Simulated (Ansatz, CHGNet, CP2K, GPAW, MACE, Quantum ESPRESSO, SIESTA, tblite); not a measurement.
# Codes compared on Σ7 (111) twist boundary in a Au-Pd solid solution (84 atoms)

Aim: run Σ7 (111) twist boundary in a Au-Pd solid solution (84 atoms) in several programs and set results and cost side by side. A plane-wave run serves as the reference.

Calculated with Quantum ESPRESSO 7.5; Kohn-Sham DFT, PBE, SSSP efficiency 1.3.0 pseudopotentials, plane waves.

In doubt: a PseudoDojo file used here is known to give poor structures and forces (SIESTA), which bears on pressures, cells, forces and phonons.

### Step 1. The structure

The cell holds 84 atoms: 59 Au and 25 Pd. Its edges and angles: a = 7.524 Å, b = 7.524 Å, c = 28.003 Å, α = 90.0°, β = 90.0°, γ = 60.0°. Fcc Au lattice (a = 4.0215 Å, the value set for the mixture); two grains turned against each other by 81.79 deg about [111]; 1 x 1 coincidence cells, 2 lattice periods a grain, two boundaries a cell, upper grain shifted by [0.175, 0.709] of the boundary cell and opened by 0.1 Å, one atom of each pair nearer than 1.848 Å removed; 25 of 84 Au sites given to Pd at random (lattice constant by Vegard's rule between Au and Pd); annealed from 600 K for 3 ps and minimised with a classical potential (one cell length free). Then every atom was moved at random, 0.02 Å r.m.s. a Cartesian component. Regions: lower grain, 42 atoms (34 Au and 8 Pd); upper grain, 42 atoms (17 Pd and 25 Au). The structure's axis is c.

### Step 2. The reference run

The input, pw.in:

```
&control
  calculation = 'scf'
  pseudo_dir = './pseudo'
  outdir = './tmp'
  disk_io = 'none'
  tprnfor = .true.
  tstress = .true.
/
&system
  ibrav = 0
  nat = 84
  ntyp = 2
  ecutwfc = 45
  ecutrho = 360
  nosym = .true.
  occupations = 'smearing'
  smearing = 'fd'
  degauss = 0.003675
/
&electrons
  conv_thr = 4.2e-07
  electron_maxstep = 100
  mixing_beta = 0.2
  mixing_mode = 'local-TF'
  diagonalization = 'david'
/
ATOMIC_SPECIES
Au 196.967 Au.upf
Pd 106.420 Pd.upf
CELL_PARAMETERS angstrom
7.52354 0.00000 0.00000
3.76177 6.51557 0.00000
0.00000 0.00000 28.00341
ATOMIC_POSITIONS crystal
Au 0.53443 0.25479 0.00002
Au 0.73895 0.01459 0.08349
Au 0.11201 0.54988 0.99813
Au 0.17151 0.73198 0.08233
Pd 0.25318 0.11831 0.99892
Pd 0.29909 0.31022 0.08305
Au 0.35877 0.48982 0.16635
Au 0.49807 0.06112 0.16436
Pd 0.54407 0.25710 0.24813
Au 0.72557 0.01747 0.33234
Au 0.69249 0.82687 0.99754
Au 0.83190 0.39063 0.99923
[... 68 atom lines left out ...]
Au 0.49379 0.74403 0.74888
Pd 0.67902 0.79322 0.83242
Au 0.45409 0.97399 0.91388
Pd 0.87724 0.83205 0.91396
K_POINTS gamma
```

Run with:

```bash
$ OMP_NUM_THREADS=1 mpirun -np 4 pw.x -in pw.in > output.txt
```

Output:

```text
Program PWSCF
     gamma-point specific algorithms are used
     Message from routine setup:
     no reason to have ecutrho>4*ecutwfc
     one sub-group per band group will be used
     scalapack distributed-memory algorithm (size of sub-group:  2*  2 procs)
     Parallelization info
     sticks:   dense  smooth     PW     G-vecs:    dense   smooth      PW
     Min        1249     630    158               267127    94476   11814
     Max        1252     633    160               267148    94486   11816
     Sum        5005    2527    637              1068543   377927   47261
     bravais-lattice index     =            0
     lattice parameter (alat)  =      14.2174  a.u.
     unit-cell volume          =    9263.6507 (a.u.)^3
     number of atoms/cell      =           84
[... lines left out ...]
     number of electrons       =      1571.00
[... lines left out ...]
     scf convergence threshold =      4.2E-07
[... lines left out ...]
     number of k points=     1  Fermi-Dirac smearing, width (Ry)=  0.0037
[... lines left out ...]
     total energy              =  -22535.85137460 Ry
[... lines left out ...]
     total energy              =  -22534.46518899 Ry
[... lines left out ...]
     total energy              =  -22534.94056931 Ry
[... lines left out ...]
     total energy              =  -22534.78703379 Ry
[... lines left out ...]
     total energy              =  -22534.78703353 Ry
[... lines left out ...]
   -85.4364 -85.3906 -85.3390 -85.3265 -85.3252 -85.3186 -85.2802 -85.2656
   -85.2452 -85.2340 -85.2299 -85.2047 -85.1995 -85.1938 -85.1867 -85.1861
   -85.1780 -85.1733 -85.1570 -85.1327 -85.1059 -85.1059 -85.0998 -85.0984
[...]
30.7385  30.7899  30.7933  30.8882  30.9569  31.0065  31.0741  31.1094
    31.1463  31.1809  31.2014  31.2488  31.2641  31.3003  31.3563  31.4047
    31.4204  31.4502  31.5335  31.5658  31.6271  31.6697  31.6853
     the Fermi energy is    20.0283 ev
!    total energy              =  -22534.78703348 Ry
     estimated scf accuracy    <       0.00000038 Ry
     smearing contrib. (-TS)   =      -0.08192215 Ry
     internal energy E=F+TS    =  -22534.70511133 Ry
     The total energy is F=E-TS. E is the sum of the following terms:
     one-electron contribution =   -7102.41136662 Ry
     hartree contribution      =    4363.22914068 Ry
     xc contribution           =   -2119.43357921 Ry
     ewald contribution        =  -17676.08930618 Ry
     convergence has been achieved in  15 iterations
     Forces acting on atoms (cartesian axes, Ry/au):
     atom    1 type  1   force =    -0.00811449   -0.00020381    0.02818437
     atom    2 type  1   force =    -0.00322681    0.00499393   -0.00539805
     atom    3 type  1   force =     0.00308761   -0.00056337    0.02328791
[...]
atom   83 type  1   force =    -0.00446655    0.01259735    0.00850766
     atom   84 type  2   force =     0.00439725    0.00150102    0.00060097
     Total force =     0.134266     Total SCF correction =     0.002226
     Computing stress (Cartesian axis) and pressure
          total   stress  (Ry/bohr**3)                   (kbar)     P=      100.62
   0.00085703  -0.00001038  -0.00000325          126.07       -1.53       -0.48
  -0.00001038   0.00086875   0.00000076           -1.53      127.80        0.11
  -0.00000325   0.00000076   0.00032628           -0.48        0.11       48.00
     Message from routine punch:
     Nothing written, as per user request (disk_io='none')
```

It took 8.6 min on 4 MPI ranks of Arm Neoverse V1, shared host; peak memory 3.4 GiB; 34 min of CPU time.

Banners, paths, timers and routine set-up lines are dropped from the logs unmarked, and long logs keep their key lines alone; longer cuts are marked.

Numbers from this run:

| Property | Result |
| --- | --- |
| r.m.s. force component | 0.2175 eV/Å |
| longest force | 0.8053 eV/Å |
| pressure | 10.06 GPa |

### Step 3. Local order

Pair distribution functions g(r), in bins of 0.1 Å:

```
r (Å)  total  Au-Au  Au-Pd  Pd-Pd
 2.45   0.00   0.00   0.00   0.00
 2.55   0.14   0.09   0.22   0.00
 2.65   0.22   0.36   0.10   0.00
 2.75   3.20   2.05   4.17   4.99
 2.85  13.30  13.20  13.30  13.40
 2.95   1.84   2.78   0.86   1.23
 3.05   0.13   0.00   0.24   0.38
 3.15   0.16   0.25   0.08   0.00
 3.25   0.03   0.06   0.00   0.00
 3.35   0.08   0.17   0.00   0.00
 3.45   0.16   0.21   0.13   0.00
 3.55   0.05   0.05   0.06   0.00
 3.65   0.07   0.05   0.11   0.00
 3.75   0.11   0.13   0.10   0.00
 3.85   0.12   0.17   0.10   0.00
 3.95   1.48   1.44   1.51   1.56
 4.05   2.54   2.41   2.67   2.56
 4.15   0.23   0.18   0.30   0.20
 4.25   0.12   0.17   0.08   0.00
 4.35   0.10   0.13   0.08   0.00
 4.45   0.09   0.09   0.07   0.18
 4.55   0.10   0.15   0.04   0.17
 4.65   0.12   0.14   0.10   0.00
 4.75   0.36   0.39   0.33   0.31
 4.85   3.47   3.18   3.73   3.85
 4.95   6.94   6.73   7.18   7.03
 5.05   0.82   0.99   0.70   0.41
 5.15   0.25   0.26   0.25   0.13
 5.25   0.30   0.34   0.27   0.25
 5.35   0.19   0.20   0.21   0.12
 5.45   0.21   0.19   0.25   0.12
 5.55   0.43   0.41   0.50   0.23
 5.65   2.54   2.26   2.82   2.74
 5.75   1.56   1.73   1.44   1.17
 5.85   0.29   0.35   0.26   0.10
 5.95   0.19   0.27   0.12   0.10
 6.05   0.15   0.20   0.10   0.09
 6.15   0.20   0.21   0.20   0.09
 6.25   0.99   0.88   1.09   1.16
 6.35   4.11   4.06   3.98   5.03
 6.45   1.15   1.14   1.25   0.76
 6.55   0.21   0.28   0.16   0.08
 6.65   0.24   0.20   0.30   0.16
 6.75   0.21   0.19   0.26   0.08
```

Neighbours by pair of elements; one cutoff, the widest of the pairs' first minima of g(r), serves all pairs of this metal (cutoffs were set anew for this text, so counts can differ from the run's own analysis):

```
pair A-B  cutoff (Å)  bonds  mean length (Å)  spread (Å)  shortest (Å)  B about A  A about B
   Au-Au        3.27    243             2.85       0.069          2.58       8.24       8.24
   Au-Pd        3.27    205             2.83       0.063          2.57       3.48        8.2
   Pd-Pd        3.27     46             2.83       0.051          2.75       3.68       3.68
```

How many atoms have how many bonded neighbours:

```
element  mean  10  11  12
     Au  11.7   3  11  45
     Pd  11.9   1   1  23
```

### Step 4. What was run beside it

The programs:
- CHGNet: machine-learned potential, published weights.
- CP2K 2026.2: Gaussian basis with GTH pseudopotentials and a plane-wave density; labels give functional, basis (MOLOPT sets; SR short-range, UZH the newer set with its own potentials), grid cutoff/relative cutoff and solver (OT: orbital transformation; TRS4, TC2, SIGN: linear-scaling purification with its sparsity filter), or its built-in tight binding.
- GPAW 26.7.0: PAW with atomic orbitals (LCAO), plane waves or a real-space grid of spacing h.
- MACE: machine-learned potential, published weights.
- SIESTA 5.4.2: numerical atomic orbitals, whose automatically made sets are far from complete, with PseudoDojo norm-conserving potentials that we converted to its format (checked against plane waves on the same files for H, C, O, Si, Ge and Ca alone); labels give functional, basis size, energy shift and mesh cutoff.
- tblite 0.8.0: extended tight binding, driven from Python.

All use the same cell and atoms; the electronic-structure runs use the same k-mesh, and an electronic temperature of 580 K (0.05 eV) where levels are smeared.

Differences are against the plane-wave reference, forces as r.m.s. over components; share is that over the reference's r.m.s. force, slope the least-squares factor from reference forces to these. Total energies of different programs have different zeros and aren't compared.

```
                                                 run  Δ force, r.m.s. (meV/Å)  share (%)  slope  Δ pressure (GPa)  cores  CPU time  memory (GiB)
                                           reference                        -          -      -                 -      4    34 min           3.4
                              CHGNet 0.3.0 potential                      110       50.6  0.575             0.654      1     5.8 s           1.6
                             CHGNet r2SCAN potential                      145       66.5  0.371             -4.48      1     5.7 s           1.6
CP2K PBE, DZVP-MOLOPT-SR, 600/50 Ry, diagonalisation                     70.9       32.6  1.145              7.53      4    58 min           9.4
                        GPAW PBE, plane waves 350 eV                     33.7       15.5  1.060              1.84      4    54 min           2.4
                        MACE MP-0b3 medium potential                     98.2       45.2  0.808           -0.0268      1      10 s          0.95
 SIESTA PBE, DZ, shift 0.01 Ry, mesh 300 Ry (coarse)                      121       55.8  1.342             -15.6      2   5.9 min          0.99
         SIESTA PBE, DZP, shift 0.01 Ry, mesh 300 Ry                     46.9       21.6  1.168            -0.242      4    12 min           1.7
SIESTA PBE, SZP, shift 0.01 Ry, mesh 300 Ry (coarse)                     67.6       31.1  1.153             -8.40      2     7 min           1.1
                                     tblite GFN1-xTB                      137       63.2  0.928              12.1      1      17 s          0.16
```

Rows marked coarse were listed beforehand as settings not expected to be converged; some can still land near the reference.

Times of the machine-learned potentials are mostly Python's start and the loading of weights.

CPU time is summed over cores on a shared host, where runs went side by side, so it is rough. Symmetry, cutoffs, thresholds, outputs and thread counts weren't matched or tuned between programs; memory under MPI is the largest rank's times the ranks.

Runs without a result: GPAW PBE, LCAO dzp, h 0.2 Å (cut off at its time limit of 15 min); CP2K PBE, SZV-MOLOPT-SR, 600/50 Ry, diagonalisation (cut off at its time limit of 8 min); GPAW PBE, LCAO sz(dzp), h 0.2 Å (cut off at its time limit of 3.9 min).

Mean charges by element (e), by run and scheme:

```
                                                 run     scheme     Au     Pd
CP2K PBE, DZVP-MOLOPT-SR, 600/50 Ry, diagonalisation   Mulliken  +0.04  -0.09
CP2K PBE, DZVP-MOLOPT-SR, 600/50 Ry, diagonalisation  Hirshfeld  -0.06  +0.13
         SIESTA PBE, DZP, shift 0.01 Ry, mesh 300 Ry  Hirshfeld  +0.14  -0.33
                                     tblite GFN1-xTB   Mulliken  +0.04  -0.10
```

### Step 5. What came out

```
reference r.m.s. force component                       : 0.217 eV/Å
nearest in forces                                      : GPAW PBE, plane waves 350 eV, 16 %
farthest in forces                                     : CHGNet r2SCAN potential, 66 %
cheapest electronic-structure run beside the reference : tblite GFN1-xTB, 17 s of CPU time
```

**Reading.** PBE on plane waves or a grid with other potentials, cutoffs or grids, coarse settings apart, differs from the reference by 16 % (GPAW PBE, plane waves 350 eV) of the r.m.s. force; potentials, valence shells or grid differ, and the table alone doesn't part them. The PBE runs in local orbitals, coarse settings apart, differ by 22 % (SIESTA PBE, DZP, shift 0.01 Ry, mesh 300 Ry) to 33 % (CP2K PBE, DZVP-MOLOPT-SR, 600/50 Ry, diagonalisation); basis, grid and potentials can all enter. Tight binding differs by 63 % (tblite GFN1-xTB); it is another model, with fitted parameters of its own, and the xTB methods hold dispersion. Machine-learned potentials differ by 45 % (MACE MP-0b3 medium potential) to 66 % (CHGNet r2SCAN potential); they were trained on other programs' data, some at another functional. Among those trained on PBE data the slope goes as low as 0.57. Runs with settings chosen to be coarse differ by 31 % (SIESTA PBE, SZP, shift 0.01 Ry, mesh 300 Ry) to 56 % (SIESTA PBE, DZ, shift 0.01 Ry, mesh 300 Ry), their programs' other errors included. Of the electronic-structure runs that take under half the reference's CPU time, SIESTA PBE, DZP, shift 0.01 Ry, mesh 300 Ry comes nearest, at 22 % in 12 min against 34 min. SIESTA PBE, DZP, shift 0.01 Ry, mesh 300 Ry stiffens the forces by a factor of 1.17 while following their directions (correlation 0.993); the slopes of the 3 SIESTA runs lie between 1.15 and 1.34. In pressure, SIESTA PBE, DZ, shift 0.01 Ry, mesh 300 Ry misses by -15.6 GPa, at the same functional. Charges hang on model, scheme and program or settings: among these rows the mean for Pd runs from -0.33 to +0.13 e, even in sign. In the reference: levels near the Fermi energy are neither full nor empty under the smearing, so no gap is quoted. In the reference: first main peaks of g(r), for some of the pairs, lie near 2.85 Å (Au-Au), 2.83 Å (Au-Pd) and 2.83 Å (Pd-Pd). Periodic xTB results under one method name differ between programs and library versions. The potentials hold different valence shells: 1571 electrons in the reference, 1099 in CP2K with DZVP-MOLOPT-SR and 1049 in GPAW; this bears on time and differences. The reference's pressure holds the uncorrected Pulay stress of its 45 Ry basis, so small pressure differences, and their order, may be the reference's own error. A potential file of the SIESTA runs is in doubt, which bears on their forces and pressure. The electron count is odd in these runs, and they have no spin polarisation, so the unpaired electron is spread evenly over both spins. Machine-learned potentials mimic data converged in k, so the reference's own k-point error enters their differences. The reference's stress is far from hydrostatic: its diagonal is 12.6, 12.8, 4.8 GPa, compression counted positive. The host structure and its lattice constant were typed by rule, without a check against the phase diagram. The reference's pressure of 10 GPa says that the cell would expand at this level of theory. The electronic-structure runs sample only Γ, in a cell whose shortest periodic width is 7 Å, which is coarse for a cell with partly filled levels. Spin–orbit coupling is left out, which matters for the levels of the heavy elements.

[Also dropped from logs without a mark: logging warnings of Python, and SIESTA's first energy breakdown and zero terms.]

[Logs are printed without paths, hosts, clocks, repeated set-up lines and the standing remarks that a program may print on its own settings, such as how far it seeks lower states.]

[Hosts, paths, dates, database ids (printed as entryN), source tags and the programs' standing remarks are cut or masked in the printed files.]
